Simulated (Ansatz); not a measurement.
## How many bands does the GW gap of SiO2 (Quartz) need?

How do accuracy and time trade against each other in G0W0 on SiO2 (Quartz)?

Program: Ansatz 0.2.0. Level of theory: G0W0 on PBE, plane waves, PAW. Results are calculated unless marked as measured.

This is a report of a sequence of runs, with most program output left out.

### 1. The starting structure

The structure is trigonal, space group P3_121 (No. 152). Conventional cell: a = 4.916 Å, b = 4.916 Å, c = 5.409 Å, α = 90.00°, β = 90.00°, γ = 120.00°. Nearest to Si lie 4 O at 1.61 Å. Nearest to O lie 2 Si at 1.61 Å. Farther neighbours and most contacts between anions are not listed.

The cell and positions come from the Crystallography Open Database and are kept as given unless a step says otherwise.

### 2. 296 empty bands, screening to 110 eV

Now the one-shot GW correction: screening in the RPA, then the self-energy of the levels asked for. This step takes hard PAW files.

Input file input.yaml:

```yaml
crystal:
  lattice:
    - [4.9158, 0.0, 0.0]
    - [-2.4579, 4.2572076799, 0.0]
    - [0.0, 0.0, 5.4091]
  atoms:
    - { symbol: Si, position: [0.5303, 0.0, 0.3333333333] }
    - { symbol: Si, position: [0.0, 0.5303, 0.6666666667] }
    - { symbol: Si, position: [0.4697, 0.4697, 0.0] }
    - { symbol: O, position: [0.1462, 0.4142, 0.881] }
    - { symbol: O, position: [0.5858, 0.732, 0.2143333333] }
    - { symbol: O, position: [0.268, 0.8538, 0.5476666667] }
    - { symbol: O, position: [0.4142, 0.1462, 0.119] }
    - { symbol: O, position: [0.732, 0.5858, 0.7856666667] }
    - { symbol: O, position: [0.8538, 0.268, 0.4523333333] }
kpoints:
  mp_grid: { grid: [6, 6, 4] }
hamiltonian:
  xc: pbe
  pseudopotentials: { kind: paw, source: ansatz }
scf:
  occupations: { method: fixed }
gw:
  n_empty_bands: 296
  ecut_chi: 110.0
  qp_bands: [v3, c3]
  qp_kpoints: band_edges
  screening: { model: contour_deformation }
```

Run with:

```console
$ ansatz run input.yaml --threads 4 --pin off --max-ram 138240MiB --backend cuda --events-out ev --progress --plain --runs-dir out --devices 1 --max-vram 26GiB
```

The job ended after 1.7 min (1 × NVIDIA H100 80GB HBM3 (shared by 3 runs) with 4 threads of AMD EPYC 7R13 (Zen 3), shared host; peak memory 2.6 GiB; 2.9 min of CPU time).

This step gave:

* bands summed: 320
* RPA ε∞ on this mesh (eigenvalues): 2.342, 2.342, 2.372
* plane waves in the screening matrix: 303
* q-points in the mesh: 144
* G0W0 gap on the mesh: 8.845 eV
* k of the valence top: 0.3333, 0.3333, 0
* k of the conduction bottom: 0, 0, 0
* starting gap on the mesh: 6.002 eV
* Z at the valence top: 0.8095
* Z at the conduction bottom: 0.8680
* least direct G0W0 gap on the computed points: 9.220 eV

The gap on the mesh goes from 6.00 eV to 8.85 eV, a correction of +2.84 eV. Between the two edge states, bare exchange in place of the xc potential would open the gap by 10.50 eV, and correlation takes back 7.66 eV.

### 3. 673 empty bands, screening to 190 eV

Another rung: the empty bands reach about as high as the screening cutoff, so the two stay in balance.

Edit input.yaml of step 2 so:

```diff
@@ -23,4 +23,4 @@
 gw:
-  n_empty_bands: 296
-  ecut_chi: 110.0
+  n_empty_bands: 673
+  ecut_chi: 190.0
   qp_bands: [v3, c3]
```

It took 4.8 min on 1 × NVIDIA H100 80GB HBM3 (shared by 3 runs) with 4 threads; peak memory 5.1 GiB.

This step gave:

| Quantity | Value |
| --- | --- |
| bands summed | 697 |
| RPA ε∞ on this mesh (eigenvalues) | 2.330, 2.330, 2.361 |
| plane waves in the screening matrix | 673 |
| q-points in the mesh | 144 |
| G0W0 gap on the mesh | 9.098 eV |
| k of the valence top | 0.3333, 0.3333, 0 |
| k of the conduction bottom | 0, 0, 0 |
| starting gap on the mesh | 6.002 eV |
| Z at the valence top | 0.8054 |
| Z at the conduction bottom | 0.8661 |
| least direct G0W0 gap on the computed points | 9.458 eV |

Against the run with 6×6×4 mesh, 296 empty bands, screening to 110 eV, hard PAW files, the gap moves by +0.25 eV.

### 4. 1140 empty bands, screening to 270 eV

Edit input.yaml of step 3 so:

```diff
@@ -23,4 +23,4 @@
 gw:
-  n_empty_bands: 673
-  ecut_chi: 190.0
+  n_empty_bands: 1140
+  ecut_chi: 270.0
   qp_bands: [v3, c3]
```

The job ended after 7.9 min (1 × NVIDIA H100 80GB HBM3 (shared by 3 runs) with 4 threads; peak memory 9.7 GiB; 15 min of CPU time).

This step gave:

```
bands summed                                 : 1164
RPA ε∞ on this mesh (eigenvalues)            : 2.327, 2.327, 2.357
plane waves in the screening matrix          : 1143
G0W0 gap on the mesh                         : 9.211 eV
k of the valence top                         : 0.3333, 0.3333, 0
k of the conduction bottom                   : 0, 0, 0
starting gap on the mesh                     : 6.002 eV
least direct G0W0 gap on the computed points : 9.561 eV
```

Against the run with 6×6×4 mesh, 673 empty bands, screening to 190 eV, hard PAW files, the gap moves by +0.11 eV.

### 5. The runs together

Times are wall times on 1 × NVIDIA H100 80GB HBM3 (shared by 3 runs) with 4 threads of AMD EPYC 7R13 (Zen 3), shared host, good to a factor of about two.

```
 mesh     files            frequency  bands summed  cutoff (eV)  start (eV)  G0W0 (eV)     time  host memory (GiB)
6×6×4  hard PAW  contour deformation           320          110       6.002      8.845  1.7 min                2.6
6×6×4  hard PAW  contour deformation           697          190       6.002      9.098  4.8 min                5.1
6×6×4  hard PAW  contour deformation          1164          270       6.002      9.211  7.9 min                9.7
```

The parts of the quasiparticle energy at the two band edges (eV; QP = start + Σx + Σc − Vxc):

```
       run               edge  start      Σx     Σc     Vxc     Z    QP
 320 bands        valence top   2.52  -26.84   4.25  -20.92  0.81  0.86
 320 bands  conduction bottom   8.53   -7.83  -3.40  -12.41  0.87  9.70
 697 bands        valence top   2.52  -26.84   3.93  -20.92  0.81  0.53
 697 bands  conduction bottom   8.53   -7.83  -3.47  -12.41  0.87  9.63
1164 bands        valence top   2.52  -26.84   3.75  -20.92  0.80  0.35
1164 bands  conduction bottom   8.53   -7.83  -3.55  -12.41  0.87  9.56
```

### 6. What came out

| Item | Value |
| --- | --- |
| 320 bands, 110 eV | 8.845 eV |
| 697 bands, 190 eV | 9.098 eV |
| 1164 bands, 270 eV | 9.211 eV |
| estimated limit in bands and cutoff | 9.38 eV |
| mesh and start | 6×6×4, PBE |

What this shows: A line in one over the bands through the two highest rungs gives 9.38 eV, +0.17 eV from the top rung; the pair below gives 9.31 eV, so the estimate is still climbing. The rungs stand 0.53 eV (320 bands), 0.28 eV (697 bands) and 0.17 eV (1164 bands) from it. From 320 to 1164 bands the gap moves by +0.37 eV while the time grows 4.8-fold. Σc changes by −0.51 eV at the valence top and −0.14 eV at the conduction bottom, so the valence edge carries most of the change. Gaps are over the mesh's points; an edge off the mesh would be missed.

[Paths, hosts, dates, memory and timing lines, banners, echoed tables and standing remarks are left out of the program output.]

[Logs are printed without paths, hosts, clocks, repeated set-up lines and the standing remarks that a program may print on its own settings, such as how far it seeks lower states.]

[Runs of the session that timed out or met a known fault of the program may be left out.]

[Cells called generated may have been cut or substituted from an entry of the Crystallography Open Database or the Materials Project.]

[Hosts, paths, dates, database ids (printed as entryN), source tags and the programs' standing remarks are cut or masked in the printed files.]
